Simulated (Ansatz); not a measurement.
## How fast states decay through H3SeF

Wanted: the relaxed cell of H3SeF, its band edges and its decay constants. It is built by putting F for Cl, Se for O in the H3ClO structure of space group R3m, with the volume rescaled by atomic radii. The parent structure comes from the Materials Project.

Calculated with Ansatz 0.2.0; r2SCAN DFT, plane waves, PAW files, in the first sound run; inputs show where later runs differ.

The structure was built from a prototype and need not be the compound's stable phase.

## 1. The starting structure

Symmetry: R3m, No. 160, trigonal system. The conventional cell has a = 4.942 Å, b = 4.942 Å, c = 10.799 Å, α = 90.00°, β = 90.00°, γ = 120.00°. Nearest to H lie 1 Se at 1.06 Å. Nearest to F lie 3 H at 1.98 Å. Nearest to Se lie 3 H at 1.06 Å. It derives from H3ClO. F for Cl, Se for O in the H3ClO structure of space group R3m. Farther neighbours and most contacts between anions are not listed.

As a file:

```cif
data_structure
_symmetry_space_group_name_H-M 'R3m:H'
_symmetry_Int_Tables_number 160
_cell_length_a 4.9417
_cell_length_b 4.9417
_cell_length_c 10.7988
_cell_angle_alpha 90.000
_cell_angle_beta 90.000
_cell_angle_gamma 120.000
_cell_volume 228.38
loop_
_atom_site_label
_atom_site_type_symbol
_atom_site_symmetry_multiplicity
_atom_site_Wyckoff_symbol
_atom_site_fract_x
_atom_site_fract_y
_atom_site_fract_z
_atom_site_occupancy
H1 H 9 b 0.56773 0.78387 0.08063 1
F1 F 3 a 0.33333 0.66667 0.68198 1
Se1 Se 3 a 0.33333 0.66667 0.11345 1
```

## 2. Cell and atoms at rest

The substituted atoms don't fit the parent's cell, so cell and atoms relax together. A small smearing keeps the run stable in case the gap closes on the way.

Input file input.yaml:

```yaml
crystal:
  lattice:
    - [2.4708487695, 1.4265452022, 3.5996154108]
    - [-2.4708487695, 1.4265452022, 3.5996154108]
    - [0.0, -2.8530904043, 3.5996154108]
  atoms:
    - { symbol: H, position: [0.64836696, 0.29676641, 0.29676641] }
    - { symbol: H, position: [0.29676641, 0.64836696, 0.29676641] }
    - { symbol: H, position: [0.29676641, 0.29676641, 0.64836696] }
    - { symbol: F, position: [0.01531504, 0.01531504, 0.01531504] }
    - { symbol: Se, position: [0.44678618, 0.44678618, 0.44678618] }
kpoints:
  mp_grid: { grid: [6, 6, 6] }
scf:
  occupations: { method: gaussian, width: 0.03 }
hamiltonian:
  xc: r2scan
output:
  forces: true
  stress: true
relax:
  f_tol: 0.02
  max_steps: 60
  cell: {}
```

Started as:

```bash
ansatz run input.yaml --threads 2 --pin off --max-ram 4096MiB --backend cpu --events-out ev --progress --plain --runs-dir out
```

Numbers of over 12 decimals in the logs are rounded to 6 here.

What it wrote:

```text
Engine: ansatz 0.2.0, aarch64-unknown-linux-gnu
Pseudopotentials: kind: paw
Pseudopotential: H, paw, valence charge 1, recommended cutoff 500 eV (meta_gga), H.paw.azcp
Pseudopotential: F, paw, valence charge 7, recommended cutoff 500 eV (meta_gga), F.paw.azcp
Pseudopotential: Se, paw, valence charge 16, recommended cutoff 500 eV (meta_gga), Se.paw.azcp
Functional definition: r2SCAN
  parameter k0 = 0.174
  parameter k1 = 0.065
  parameter a1 = 4.9479
  exchange = r2scan_x(k0 = k0, k1 = k1, a1 = a1)
  correlation = r2scan_c
Crystal: 5 atoms, lattice volume = 76.127 Å³
Basis set: ecut = 500 eV, 1915 PW (Γ), exchange–correlation on 144×144×144 points (64 copies of the dense FFT grid, shifted against one another)
Bands: 18, of which v1, the nominal top of the filled ones, is band 13 counted from 1 (12 counted from 0)
Symmetry: 6 space group operations
Space group: R3m (ITA 160), of the structure as read, at distance tolerance 4.2e-5 Å
k-points: 32 of 216 (time reversal used)
Non-local potential: H, projectors of the file, l = 0: 2, l = 1: 1
Non-local potential: F, projectors of the file, l = 0: 2, l = 1: 2, l = 2: 1
Non-local potential: Se, projectors of the file, l = 0: 2, l = 1: 2, l = 2: 3, l = 3: 1
PAW form: soft (Blöchl's): semilocal exchange-correlation on the pseudo side does not see the compensation charge
PAW frozen core: F, regenerated for the run's functional (the file was generated under x = pbe(κ = 0.804, μ = 0.219515), c = pbe(β = 0.066725))
PAW frozen core: Se, regenerated for the run's functional (the file was generated under x = pbe(κ = 0.804, μ = 0.219515), c = pbe(β = 0.066725))
PAW one-centre angular grid: H, 302 points (default); XC on 160 Gauss nodes
PAW one-centre angular grid: F, 302 points (default); XC on 160 Gauss nodes
PAW one-centre angular grid: Se, 590 points (default); XC on 160 Gauss nodes
Initial density: superposition of atomic densities (neutral atoms: chi_scale 0, normalization atom), corrected by the library's trained network
Initial wavefunctions: pseudopotential atomic-orbital guess
Functional: x = r2scan, c = r2scan; τ floored in thin density (d = 2e-4 eV/Å³)
SCF iter   1: F=—  HF=-6323.574150 eV  |F-HF|=—  |Δ(HF+E_count)|=         —  Δρ=8.06e-3  dr2=4.38e-2  dr2_τ=1.91e-1  ethr=1.77e-3  ⟨swp⟩=6.0  Hψ=3389  notcnv=0
preconditioner: auto → none  [insulator: Δε(μ)=5.953 eV  Ē_g=15.926 eV  σ=0.030 eV  W_gap=1.00  n_scr=14 (ndim 8)  ℏωp=17.0 eV  f_vac=0.356  D(μ)=0.00/eV (n_scr^D=0)  ε∞_Penn≈2.1]
SCF iter   2: F=—  HF=-6323.395488 eV  |F-HF|=—  |Δ(HF+E_count)|=   1.79e-1  Δρ=5.54e-3  dr2=9.57e-3  dr2_τ=1.52e-3  ethr=1.68e-4  ⟨swp⟩=3.0  Hψ=1344  notcnv=0  defer=32
SCF iter   3: F=—  HF=-6323.399602 eV  |F-HF|=—  |Δ(HF+E_count)|=   4.11e-3  Δρ=1.96e-3  dr2=2.12e-3  dr2_τ=1.76e-4  ethr=3.68e-5  ⟨swp⟩=2.0  Hψ=928  notcnv=0
automatic band count: iteration 3 solves 17 bands in place of 18: the levels show a gap, and the empty bands left out lie too high to hold charge; the band table lists the bands solved (type scf.n_extra_bands for more)
SCF iter   4: F=—  HF=-6323.401445 eV  |F-HF|=—  |Δ(HF+E_count)|=   1.84e-3  Δρ=5.14e-4  dr2=1.56e-4  dr2_τ=1.15e-5  ethr=8.17e-6  ⟨swp⟩=2.0  Hψ=899  notcnv=0
SCF iter   5: F=—  HF=-6323.401520 eV  |F-HF|=—  |Δ(HF+E_count)|=   7.47e-5  Δρ=2.20e-4  dr2=3.61e-5  dr2_τ=3.29e-6  ethr=5.99e-7  ⟨swp⟩=2.0  Hψ=1007  notcnv=0
SCF iter   6: F=—  HF=-6323.401515 eV  |F-HF|=—  |Δ(HF+E_count)|=   5.08e-6  Δρ=9.19e-5  dr2=6.06e-6  dr2_τ=2.02e-7  ethr=1.39e-7  ⟨swp⟩=2.9  Hψ=1103  notcnv=0
SCF iter   7: F=—  HF=-6323.401514 eV  |F-HF|=—  |Δ(HF+E_count)|=   6.78e-7  Δρ=2.95e-5  dr2=6.35e-7  dr2_τ=2.50e-8  ethr=2.33e-8  ⟨swp⟩=2.0  Hψ=636  notcnv=0
SCF iter   8: F=-6323.401514 eV  HF=-6323.401514 eV  |F-HF|=2.94e-10  |Δ(HF+E_count)|=   1.49e-7  Δρ=2.63e-6  dr2=2.79e-9  dr2_τ=1.52e-10  ethr=3.85e-10  ⟨swp⟩=5.0  Hψ=2111  notcnv=0
SCF 1 converged in 8 iterations: F = -6323.401514 eV  dr2 = 2.79e-9
  greatest PAW one-centre occupation: 1.000 electrons in one spin orbital (limit 2), on the Se atom at site 4 (counted from 0), in its partial waves of l = 2
relax step   1: F+E_penalty+E_count = -6323.40151422 eV  Δ(F+E_penalty+E_count) = +0.000e0 eV  max|allowed force component| = 2.605e1 eV/Å  Δτ_max = 0.0000 Å  P = +53.129 GPa  Ω = 76.127 Å³  (8 SCF iters, dr2 threshold 1.00e-7 eV, accepted)
Crystal: 5 atoms, lattice volume = 75.334 Å³
Basis set: ecut = 500 eV, 1885 PW (Γ), exchange–correlation on 144×144×144 points (64 copies of the dense FFT grid, shifted against one another)
Initial density: handed on by an earlier stage of this run
Initial wavefunctions: those handed on with the density
iter 1 solved again at ethr=2.46e-3 eV; its pass at ethr=3.10e-3 eV (dr2=6.39e-1 eV) is discarded
SCF iter   1: F=—  HF=-6332.918145 eV  |F-HF|=—  |Δ(HF+E_count)|=         —  Δρ=4.04e-2  dr2=6.40e-1  dr2_τ=1.37e-1  ethr=2.46e-3  ⟨swp⟩=1.0  Hψ=3826  notcnv=0
automatic band count: iteration 1 solves 16 bands in place of 18: the levels show a gap, and the empty bands left out lie too high to hold charge; the band table lists the bands solved (type scf.n_extra_bands for more)
preconditioner: auto → none  [insulator: Δε(μ)=5.570 eV  Ē_g=13.825 eV  σ=0.030 eV  W_gap=1.00  n_scr=14 (ndim 8)  ℏωp=17.1 eV  f_vac=0.336  D(μ)=0.00/eV (n_scr^D=0)  ε∞_Penn≈2.5]
SCF iter   2: F=—  HF=-6332.915767 eV  |F-HF|=—  |Δ(HF+E_count)|=   2.38e-3  Δρ=1.93e-2  dr2=1.02e-1  dr2_τ=1.18e-2  ethr=2.46e-3  ⟨swp⟩=3.4  Hψ=1037  notcnv=0
SCF iter   3: F=—  HF=-6332.951681 eV  |F-HF|=—  |Δ(HF+E_count)|=   3.59e-2  Δρ=1.02e-2  dr2=4.62e-2  dr2_τ=4.32e-3  ethr=3.92e-4  ⟨swp⟩=3.0  Hψ=1187  notcnv=0
SCF iter   4: F=—  HF=-6332.947775 eV  |F-HF|=—  |Δ(HF+E_count)|=   3.91e-3  Δρ=3.27e-3  dr2=3.86e-3  dr2_τ=4.55e-4  ethr=1.78e-4  ⟨swp⟩=2.1  Hψ=866  notcnv=0
SCF iter   5: F=—  HF=-6332.948487 eV  |F-HF|=—  |Δ(HF+E_count)|=   7.13e-4  Δρ=5.05e-4  dr2=9.01e-5  dr2_τ=8.07e-6  ethr=1.48e-5  ⟨swp⟩=2.0  Hψ=960  notcnv=0
SCF iter   6: F=—  HF=-6332.948553 eV  |F-HF|=—  |Δ(HF+E_count)|=   6.52e-5  Δρ=1.15e-4  dr2=4.38e-6  dr2_τ=5.76e-7  ethr=3.47e-7  ⟨swp⟩=2.3  Hψ=820  notcnv=0
SCF iter   7: F=-6332.948555 eV  HF=-6332.948555 eV  |F-HF|=1.08e-7  |Δ(HF+E_count)|=   2.77e-6  Δρ=8.09e-6  dr2=5.03e-8  dr2_τ=4.34e-9  ethr=1.92e-9  ⟨swp⟩=5.2  Hψ=2111  notcnv=0
SCF 2 converged in 7 iterations: F = -6332.948555 eV  dr2 = 5.03e-8
[...]
[... from here on, the SCF cycles and remarks between the steps are left out ...]
relax step   4: F+E_penalty+E_count = -6335.12993749 eV  Δ(F+E_penalty+E_count) = -5.354e-1 eV  max|allowed force component| = 1.075e0 eV/Å  Δτ_max = 0.1855 Å  P = -1.826 GPa  Ω = 80.592 Å³  energy of the carried Pulay correction = -2.926e-3 eV  (7 SCF iters, dr2 threshold 5.00e-7 eV, accepted)
relax step   5: F+E_penalty+E_count = -6335.25298690 eV  Δ(F+E_penalty+E_count) = -1.230e-1 eV  max|allowed force component| = 7.084e-1 eV/Å  Δτ_max = 0.1075 Å  P = -1.070 GPa  Ω = 79.802 Å³  energy of the carried Pulay correction = -2.420e-3 eV  (7 SCF iters, dr2 threshold 5.00e-7 eV, accepted)
relax step   6: F+E_penalty+E_count = -6335.36569440 eV  Δ(F+E_penalty+E_count) = -1.127e-1 eV  max|allowed force component| = 3.945e-1 eV/Å  Δτ_max = 0.0692 Å  P = -1.581 GPa  Ω = 75.471 Å³  energy of the carried Pulay correction = +4.445e-4 eV  (6 SCF iters, dr2 threshold 5.00e-7 eV, accepted)
relax step   7: F+E_penalty+E_count = -6335.47094728 eV  Δ(F+E_penalty+E_count) = -1.053e-1 eV  max|allowed force component| = 2.806e-2 eV/Å  Δτ_max = 0.0795 Å  P = -0.702 GPa  Ω = 67.578 Å³  energy of the carried Pulay correction = +6.110e-3 eV  (7 SCF iters, dr2 threshold 5.00e-7 eV, accepted)
relax step   8: F+E_penalty+E_count = -6335.47941892 eV  Δ(F+E_penalty+E_count) = -8.472e-3 eV  max|allowed force component| = 5.902e-2 eV/Å  Δτ_max = 0.0323 Å  P = +0.047 GPa  Ω = 64.421 Å³  energy of the carried Pulay correction = +8.554e-3 eV  (6 SCF iters, dr2 threshold 5.00e-7 eV, accepted)
relax step   9: F+E_penalty+E_count = -6335.48126927 eV  Δ(F+E_penalty+E_count) = -1.850e-3 eV  max|allowed force component| = 2.969e-2 eV/Å  Δτ_max = 0.0136 Å  P = -0.039 GPa  Ω = 64.007 Å³  energy of the carried Pulay correction = +8.883e-3 eV  (5 SCF iters, dr2 threshold 2.18e-7 eV, accepted)
relax step  10: F+E_penalty+E_count = -6335.48240973 eV  Δ(F+E_penalty+E_count) = -1.140e-3 eV  max|allowed force component| = 8.181e-3 eV/Å  Δτ_max = 0.0164 Å  P = -0.048 GPa  Ω = 63.418 Å³  energy of the carried Pulay correction = +9.354e-3 eV  (6 SCF iters, dr2 threshold 5.51e-8 eV, accepted)
relax step  11: F+E_penalty+E_count = -6335.48283754 eV  Δ(F+E_penalty+E_count) = -4.278e-4 eV  max|allowed force component| = 3.607e-3 eV/Å  Δτ_max = 0.0064 Å  P = +0.010 GPa  Ω = 63.007 Å³  energy of the carried Pulay correction = +9.685e-3 eV  (6 SCF iters, dr2 threshold 1.48e-8 eV, accepted)
relax step  12: F+E_penalty+E_count = -6335.48291040 eV  Δ(F+E_penalty+E_count) = -7.286e-5 eV  max|allowed force component| = 4.806e-3 eV/Å  Δτ_max = 0.0008 Å  P = -0.002 GPa  Ω = 62.944 Å³  energy of the carried Pulay correction = +9.736e-3 eV  (6 SCF iters, accepted)
relax step  13: F+E_penalty+E_count = -6335.48296414 eV  Δ(F+E_penalty+E_count) = -5.374e-5 eV  max|allowed force component| = 3.415e-3 eV/Å  Δτ_max = 0.0023 Å  P = +0.009 GPa  Ω = 62.900 Å³  energy of the carried Pulay correction = +9.772e-3 eV  (7 SCF iters, accepted)
relax step  14: F+E_penalty+E_count = -6335.47837223 eV  Δ(F+E_penalty+E_count) = +4.592e-3 eV  max|allowed force component| = 4.718e-3 eV/Å  Δτ_max = 0.0000 Å  P = -0.058 GPa  Ω = 62.900 Å³  stress off target by 7.04e-2 GPa  SCF on the basis re-selected at this cell (its energy is not comparable with the rows above)  (7 SCF iters)
relax step  15: F+E_penalty+E_count = -6335.47871832 eV  Δ(F+E_penalty+E_count) = -3.461e-4 eV  max|allowed force component| = 1.251e-3 eV/Å  Δτ_max = 0.0078 Å  P = -0.009 GPa  Ω = 62.314 Å³  energy of the carried Pulay correction = +1.877e-4 eV  (6 SCF iters, dr2 threshold 1.24e-8 eV, accepted)
iter 1 solved again at ethr=1.94e-7 eV; its pass at ethr=3.10e-3 eV (dr2=5.04e-5 eV) is discarded
SCF iter   1: F=—  HF=-6335.478518 eV  |F-HF|=—  |Δ(HF+E_count)|=         —  Δρ=2.97e-5  dr2=6.03e-8  dr2_τ=2.09e-7  ethr=1.94e-7  ⟨swp⟩=3.0  Hψ=4370  notcnv=0
preconditioner: auto → none  [insulator: Δε(μ)=5.948 eV  Ē_g=12.913 eV  σ=0.030 eV  W_gap=1.00  n_scr=14 (ndim 8)  ℏωp=17.6 eV  f_vac=0.189  D(μ)=0.00/eV (n_scr^D=0)  ε∞_Penn≈2.9]
SCF iter   2: F=—  HF=-6335.478519 eV  |F-HF|=—  |Δ(HF+E_count)|=   4.51e-7  Δρ=1.44e-5  dr2=1.51e-8  dr2_τ=2.46e-8  ethr=2.32e-10  ⟨swp⟩=2.0  Hψ=832  notcnv=0
SCF iter   3: F=—  HF=-6335.478519 eV  |F-HF|=—  |Δ(HF+E_count)|=   6.15e-8  Δρ=5.02e-6  dr2=8.19e-9  dr2_τ=1.32e-9  ethr=5.80e-11  ⟨swp⟩=2.0  Hψ=832  notcnv=0
SCF iter   4: F=—  HF=-6335.478519 eV  |F-HF|=—  |Δ(HF+E_count)|=  4.28e-10  Δρ=9.11e-7  dr2=2.89e-10  dr2_τ=8.83e-11  ethr=3.15e-11  ⟨swp⟩=2.0  Hψ=832  notcnv=0
SCF iter   5: F=-6335.478519 eV  HF=-6335.478519 eV  |F-HF|=4.18e-11  |Δ(HF+E_count)|=  7.00e-11  Δρ=3.16e-7  dr2=1.58e-11  dr2_τ=1.14e-11  ethr=1.00e-12  ⟨swp⟩=4.6  Hψ=1830  notcnv=0
SCF 16 converged in 5 iterations: F = -6335.478519 eV  dr2 = 1.58e-11
relax step  16: F+E_penalty+E_count = -6335.47851877 eV  Δ(F+E_penalty+E_count) = +1.995e-4 eV  max|allowed force component| = 1.180e-3 eV/Å  Δτ_max = 0.0000 Å  P = -0.006 GPa  Ω = 62.314 Å³  stress off target by 7.13e-3 GPa  SCF on the basis re-selected at this cell (its energy is not comparable with the rows above)  (5 SCF iters)
basis re-selected at this cell: Δ(F+E_penalty+E_count) = +1.995e-4 eV, ΔP = +0.002 GPa vs the last step (what re-selecting the basis moved, of the pressure what is left beyond the Pulay correction that the steps carried, after the strain that the cell walked since its last selection, with what the two solves' SCF thresholds leave and, on support functions, any second-order correction that the steps lacked; it is no m [...]
SCF converged after 5 iterations
Free energy (F): -6335.478519 eV
Harris-Foulkes:  -6335.478519 eV  (|F-HF|=4.18e-11)
Internal energy: -6335.478519 eV  (E = F + TS)
E sigma→0 (E₀):  -6335.478519 eV
Fermi energy:    3.043520 eV
--- Per-component energies (eV) ---
  E_band       = -560.436398
  E_kinetic    = 363.301900
  E_local      = -3586.950821  (includes V_loc(G=0)·N_el)
  E_nonlocal   = -518.257040
  E_hartree    = 1643.854034
  E_xc         = -203.252337
  E_vxc        = -259.261722  (∫ρ·V_xc dr)
  E_paw        = -2128.793829  (= ΣΔE_a)
  E_vpaw       = 136.680900  (= ΣTr[D̂ρ^β])
  E_aug_tail   = -0.000192  (compensation charges beyond the density's cutoff)
  E_vtau       = 16.342639  (kinetic-family band-sum trace: ∫τ·v_τ [+ j·A + Jᵃ·Aᵃ] dr)
  E_ewald      = -1903.584071
  E_core_change = -1.796162  (= ΣΔE_core)
  E_smearing   = -0.000000  (= −TS)
  E_closure    = 0.000000  (closes the sum)
  Σ components = -6335.478519   (vs F -6335.478519, Δ=0.00e0)
--- Forces (eV/Å), atoms counted from 1 ---
  atom   1  H      0.00050365     0.00029078     0.00044845
  atom   2  H     -0.00050365     0.00029078     0.00044845
  atom   3  H     -0.00000000    -0.00058156     0.00044845
  atom   4  F      0.00000000    -0.00000000    -0.00016714
  atom   5  Se     0.00000000    -0.00000000    -0.00117986
  max |Σ_I F_I| component: 1.63e-6 eV/Å
--- Stress (GPa, compression-positive) ---
       -0.006029       0.000000      -0.000000
        0.000000      -0.006029      -0.000000
       -0.000000      -0.000000      -0.007126
  P = ⅓ Tr σ = -0.0064 GPa (-0.064 kbar)
--- Relaxed structure (14 steps of the walk, 14 accepted, 2 SCFs on fresh bases) ---
  F+E_penalty+E_count = -6335.47851877 eV   max|allowed force component| = 1.180e-3 eV/Å   (the final SCF, on the basis selected at the relaxed cell)
  cell:  # Å, volume = 62.3144 Å³
    - [2.349364, 1.356406, 3.259099]
    - [-2.349364, 1.356406, 3.259099]
    - [0, -2.712812, 3.259099]
  atoms:
    - { symbol: H, position: [0.730607, 0.240607, 0.240607] }
    - { symbol: H, position: [0.240607, 0.730607, 0.240607] }
    - { symbol: H, position: [0.240607, 0.240607, 0.730607] }
    - { symbol: F, position: [0.00720123, 0.00720123, 0.00720123] }
    - { symbol: Se, position: [0.484979, 0.484979, 0.484979] }
```

Wall time 61 s (2 threads of Arm Neoverse V2, shared host); peak memory 0.58 GiB; 2 min of CPU time.

The steps of the relaxation:

```csv
step,energy less that of the first step (eV),largest force component (eV/Å),pressure (GPa),volume (Å³)
1,0.0000,26.0510,53.13,76.13
2,-9.5470,8.8806,16.62,75.33
3,-11.1931,4.4812,5.89,80.75
4,-11.7284,1.0750,-1.83,80.59
5,-11.8515,0.7084,-1.07,79.80
6,-11.9642,0.3945,-1.58,75.47
7,-12.0694,0.0281,-0.70,67.58
8,-12.0779,0.0590,0.05,64.42
9,-12.0798,0.0297,-0.04,64.01
10,-12.0809,0.0082,-0.05,63.42
11,-12.0813,0.0036,0.01,63.01
12,-12.0814,0.0048,0.00,62.94
13,-12.0814,0.0034,0.01,62.90
14*,-12.0769,0.0047,-0.06,62.90
15,-12.0772,0.0013,-0.01,62.31
16*,-12.0770,0.0012,-0.01,62.31
```

Relaxation steps marked * repeat the geometry before them on a plane-wave basis chosen anew for their cell, so energy and pressure can jump there.

Forces are held to the 6 operations that the run works with; a distortion that breaks them can't arise in this run.

```csv
"conventional cell, symmetrised",before,after,change
a (Å),4.942,4.699,-4.9 %
b (Å),4.942,4.699,-4.9 %
c (Å),10.799,9.777,-9.5 %
volume (Å³/atom),15.23,12.46,-18.1 %
```

The atoms that moved most (Å, as changes of fractional coordinates times the final cell):

```csv
atom,dx,dy,dz,length
H1,0.325,0.188,-0.098,0.388
H3,0.000,-0.375,-0.098,0.388
H2,-0.325,0.188,-0.098,0.388
Se5,0.000,0.000,0.373,0.373
F4,0.000,0.000,-0.079,0.079
```

Final coordinates:

```xyz
5
Lattice="2.3494 1.3564 3.2591 -2.3494 1.3564 3.2591 0.0000 -2.7128 3.2591" Properties=species:S:1:pos:R:3 pbc="T T T"
H     1.1512    0.6646    3.9494
H    -1.1512    0.6646    3.9494
H     0.0000   -1.3293    3.9494
F     0.0000    0.0000    0.0704
Se    0.0000    0.0000    4.7418
```

Numbers from this step:

```
free energy  : -6335.4785 eV
Fermi energy : 3.044 eV
pressure     : -0.006395 GPa
```

The largest force component on a free atom ends at 0.0012 eV/Å.

(Continued in part 2 of 3.)

[Logs are printed without paths, hosts, clocks, repeated set-up lines and the standing remarks that a program may print on its own settings, such as how far it seeks lower states.]

[Hosts, paths, dates, database ids (printed as entryN), source tags and the programs' standing remarks are cut or masked in the printed files.]
